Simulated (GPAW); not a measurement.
# 1T-MnSSe monolayer: work function by functional and basis, part 2 of 2

Aim: the work function of both faces of 1T-MnSSe monolayer, and its spread over functionals and bases.

GPAW 26.7.0; GPAW, PAW setups; layer in a repeated cell with vacuum, relaxation of atoms and in-plane cell (the session's first sound run).

So far, upper work function (eV): step 3 (the slab's potential, PBE, GPAW) 5.57; step 4 (LDA) 5.90; step 5 (GPAW, PAW setups) 6.03; step 6 (revPBE) 5.46; step 7 (RPBE) 5.46.

### Step 8. OptPBE vdW: xc = "optPBE-vdW"

The same geometry under optPBE-vdW, to see how far the functional moves the levels against the vacuum (the van der Waals functionals take revPBE setups).

run.py

```python
import json
import numpy as np
from ase import Atoms
from gpaw import GPAW, PW

slab = Atoms(
    ['Se', 'Mn', 'S'],
    positions=[
        [1.70096, 0.98205, 9.00000],
        [0.00000, -0.00000, 10.50464],
        [0.00000, 1.96411, 11.77035]],
    cell=[[3.40194, 0.0, 0.0], [-1.70096, 2.94616, 0.0], [0.0, 0.0, 20.7703]],
    pbc=[True, True, False],
    magmoms=[0.0, 4.0, 0.0])

slab.calc = GPAW(mode=PW(400), xc='optPBE-vdW', kpts={'size': (9, 9, 1), 'gamma': True},
                 occupations={'name': 'fermi-dirac', 'width': 0.05}, nbands='160%',
                 convergence={'density': 1e-05}, maxiter=200,
                 poissonsolver={'dipolelayer': 'xy'},
                 symmetry={'tolerance': 1e-3}, txt='slab.txt')
result = {}
energy = slab.get_potential_energy()
fermi = slab.calc.get_fermi_level()
v = slab.calc.get_electrostatic_potential().mean((0, 1)) - fermi
n = slab.calc.get_pseudo_density().mean((0, 1))
L = slab.cell[2, 2]
z = np.arange(len(v)) * L / len(v)
low, high = slab.positions[:, 2].min(), slab.positions[:, 2].max()
below, above = np.interp([low - 6.8, high + 6.8], z, v)
slopes = [np.interp(x, z, np.gradient(v, z)) for x in (low - 6.8, high + 6.8)]
eps = np.array([[slab.calc.get_eigenvalues(k, s) for k in range(len(slab.calc.get_ibz_k_points()))]
                for s in range(slab.calc.get_number_of_spins())]) - fermi
top, bottom = eps[eps < 0].max(), eps[eps > 0].min()
dipole = slab.get_dipole_moment()[2]
print(f'energy {energy:.4f} eV, Fermi level {fermi:.4f} eV, dipole {dipole:.5f} e A')
print(f'potential 6.8 A off the faces, from the Fermi level: lower {below:.4f} eV, upper {above:.4f} eV')
print(f'slope of the potential there: lower {slopes[0]:.5f}, upper {slopes[1]:.5f} eV/A')
print(f'nearest levels on the mesh: {top:.4f} and {bottom:.4f} eV')
print('magnetic moment', round(slab.get_magnetic_moment(), 3))
result.update(energy=energy, fermi=fermi, dipole=dipole, below=below, above=above, slopes=slopes, edges=[top, bottom],
              z=z.tolist(), v=v.tolist(), n=n.tolist(), positions=slab.positions.tolist(),
              forces=slab.get_forces(apply_constraint=False).tolist(), moments=slab.get_magnetic_moments().tolist())
json.dump(result, open('result.json', 'w'))
```

The run is started by

```
> OMP_NUM_THREADS=1 OPENBLAS_NUM_THREADS=1 python run.py
```

Elapsed: 41 s, on 1 thread of Intel Xeon Platinum 8488C (Sapphire Rapids), shared host; peak memory 0.37 GiB.

This step gave:

- dipole along the normal: -0.02786 e·Å
- levels nearest the Fermi level on the mesh: -0.009151, 0.02202 eV from the Fermi level
- upper work function: 5.835 eV
- lower work function: 5.329 eV
- site moments: -0.04019, 2.773, -0.01808 μB
- sum of the site moments: 2.715 μB

The electrostatic potential energy of an electron (without an applied field's), less the Fermi level, planar mean by z:

z (Å), electrostatic potential energy of an electron (without an applied field's), less the Fermi level, planar mean (eV) and a bar from the least value:
```
        0        5.6 ##############################
        1        5.3 #############################
        2        5.3 #############################
        3        5.3 #############################
        4        5.3 #############################
        5        5.3 #############################
        6        5.3 #############################
        7        5.2 #############################
        8        2.6 ##########################
        9      -19.0 
       10       -5.9 ################
       11       -7.0 ###############
       12      -11.4 #########
       13        4.8 #############################
       14        5.8 ##############################
       15        5.8 ##############################
       16        5.8 ##############################
       17        5.8 ##############################
       18        5.8 ##############################
       19        5.8 ##############################
       20        5.8 ##############################
```

The upper face's work function is 5.835 eV, against 5.574 eV in the first plane-wave PBE run at this geometry.

### Step 9. Real-space grid: mode = "fd"

A real-space grid is a second complete basis, so it checks the plane-wave result.

run.py, as its differences from that of step 8:

```diff
@@ -3,3 +3,3 @@
 from ase import Atoms
-from gpaw import GPAW, PW
+from gpaw import GPAW
 
@@ -15,3 +15,3 @@
 
-slab.calc = GPAW(mode=PW(400), xc='optPBE-vdW', kpts={'size': (9, 9, 1), 'gamma': True},
+slab.calc = GPAW(mode='fd', h=0.18, xc='PBE', kpts={'size': (9, 9, 1), 'gamma': True},
                  occupations={'name': 'fermi-dirac', 'width': 0.05}, nbands='160%',
```

The job ended after 2.2 min (1 thread; peak memory 0.56 GiB).

Numbers from this step:

```
dipole along the normal                    : -0.02784 e·Å
levels nearest the Fermi level on the mesh : -0.06954, 0.01314 eV from the Fermi level
upper work function                        : 5.573 eV
lower work function                        : 5.069 eV
site moments                               : -0.04443, 2.798, -0.02321 μB
sum of the site moments                    : 2.730 μB
```

The electrostatic potential energy of an electron (without an applied field's), less the Fermi level, planar mean by z:

| z (Å) | electrostatic potential energy of an electron (without an applied field's), less the Fermi level, planar mean (eV) |
| --- | --- |
| 0 | 5.32 |
| 1 | 5.07 |
| 2 | 5.07 |
| 3 | 5.07 |
| 4 | 5.07 |
| 5 | 5.07 |
| 6 | 5.06 |
| 7 | 4.93 |
| 8 | 2.43 |
| 9 | -19.1 |
| 10 | -5.93 |
| 11 | -7.05 |
| 12 | -11.5 |
| 13 | 4.61 |
| 14 | 5.53 |
| 15 | 5.57 |
| 16 | 5.57 |
| 17 | 5.57 |
| 18 | 5.57 |
| 19 | 5.57 |
| 20 | 5.57 |

The upper face's work function is 5.573 eV, against 5.574 eV in the first plane-wave PBE run at this geometry.

### Step 10. Atomic orbitals: mode = "lcao"

Atom-centred orbitals end a few angstrom from the surface, which tests how much the density's tail matters.

run.py, as its differences from that of step 9:

```diff
@@ -15,4 +15,4 @@
 
-slab.calc = GPAW(mode='fd', h=0.18, xc='PBE', kpts={'size': (9, 9, 1), 'gamma': True},
-                 occupations={'name': 'fermi-dirac', 'width': 0.05}, nbands='160%',
+slab.calc = GPAW(mode='lcao', basis='dzp', h=0.18, xc='PBE', kpts={'size': (9, 9, 1), 'gamma': True},
+                 occupations={'name': 'fermi-dirac', 'width': 0.05}, nbands='120%',
                  convergence={'density': 1e-05}, maxiter=200,
```

It took 98 s on 1 thread; peak memory 0.29 GiB.

This step gave:

- dipole along the normal: -0.03287 e·Å
- levels nearest the Fermi level on the mesh: -0.01325, 0.07185 eV from the Fermi level
- upper work function: 5.498 eV
- lower work function: 4.903 eV
- site moments: -0.04551, 2.850, -0.02264 μB
- sum of the site moments: 2.781 μB

The upper face's work function is 5.498 eV, against 5.574 eV in the first plane-wave PBE run at this geometry.

### Step 11. The ladder

Times are for 1 thread of Intel Xeon Platinum 8488C (Sapphire Rapids), shared host. Results by setting:

| no. | run | upper work function (eV) | lower work function (eV) | time | memory (GiB) |
| --- | --- | --- | --- | --- | --- |
| 1 | pw | 5.574 | 5.069 | 32 s | 0.24 |
| 2 | LDA | 5.901 | 5.464 | 28 s | 0.23 |
| 3 | vdW DF2 | 6.026 | 5.501 | 41 s | 0.38 |
| 4 | revPBE | 5.462 | 4.944 | 31 s | 0.24 |
| 5 | RPBE | 5.459 | 4.936 | 33 s | 0.24 |
| 6 | optPBE vdW | 5.835 | 5.329 | 41 s | 0.37 |
| 7 | fd | 5.573 | 5.069 | 2.2 min | 0.56 |
| 8 | lcao | 5.498 | 4.903 | 98 s | 0.29 |

### Step 12. Side by side

Results and costs are gathered.

This step: comparison of work functions, dipole and cost (GPAW 26.7.0).

Ladder, by row:

| step | code | work function, upper (eV) | work function, lower (eV) | dipole (e Å) | wall time (s) | peak memory (GiB) | threads |
| --- | --- | --- | --- | --- | --- | --- | --- |
| pw | GPAW | 5.574 | 5.069 | -0.02781 | 31.51 | 0.24 | 1 |
| LDA | GPAW | 5.901 | 5.464 | -0.02401 | 27.65 | 0.23 | 1 |
| vdW-DF2 | GPAW | 6.026 | 5.501 | -0.02892 | 40.76 | 0.38 | 1 |
| revPBE | GPAW | 5.462 | 4.944 | -0.02851 | 31.13 | 0.24 | 1 |
| RPBE | GPAW | 5.459 | 4.936 | -0.02885 | 33.1 | 0.24 | 1 |
| optPBE-vdW | GPAW | 5.835 | 5.329 | -0.02786 | 40.99 | 0.37 | 1 |
| fd | GPAW | 5.573 | 5.069 | -0.02784 | 132.2 | 0.56 | 1 |
| lcao | GPAW | 5.498 | 4.903 | -0.03287 | 98.13 | 0.29 | 1 |

### Step 13. A changed run

One more run, with changed settings.

This step: GPAW, PAW setups; slab in vacuum (GPAW 26.7.0).

run.py, as its differences from that of step 10:

```diff
@@ -3,3 +3,3 @@
 from ase import Atoms
-from gpaw import GPAW
+from gpaw import GPAW, PW
 
@@ -15,5 +15,5 @@
 
-slab.calc = GPAW(mode='lcao', basis='dzp', h=0.18, xc='PBE', kpts={'size': (9, 9, 1), 'gamma': True},
-                 occupations={'name': 'fermi-dirac', 'width': 0.05}, nbands='120%',
-                 convergence={'density': 1e-05}, maxiter=200,
+slab.calc = GPAW(mode=PW(400), xc='PBE', kpts={'size': (9, 9, 1), 'gamma': True},
+                 occupations={'name': 'fermi-dirac', 'width': 0.05}, nbands='160%',
+                 convergence={'density': 1e-05}, maxiter=6,
                  poissonsolver={'dipolelayer': 'xy'},
```

It took 14 s on 1 thread; peak memory 0.24 GiB.

The run stopped without converging, so none of its numbers is a property of the system.

The fault put into the input: too few SCF iterations (maxiter = 6).

### Step 14. Results

- work function, upper and lower face: 5.574 and 5.069 eV
- dipole along the normal: -0.0278 e Å

In words: With plane waves and PBE the work function is 5.57 eV on the upper face and 5.07 eV on the lower. The two faces differ by 0.51 eV, the step that the slab's dipole makes (e p/(ε0 A) gives 0.50 eV), so the dipole layer is needed. Over the sound runs of the table the upper face's work function spans 5.459 (RPBE) to 6.026 eV (vdW-DF2). The relaxation of atoms and cell ran in a fully periodic cell without the dipole layer, so the atoms of this polar layer felt a small spurious field. One magnetic start was tried; another order may lie lower. The layer's cell and atoms come from the relaxation; spin-orbit coupling and temperature are left out.

[Logs are printed without paths, hosts, clocks, repeated set-up lines and the standing remarks that a program may print on its own settings, such as how far it seeks lower states.]

[Hosts, paths, dates, database ids (printed as entryN), source tags and the programs' standing remarks are cut or masked in the printed files.]
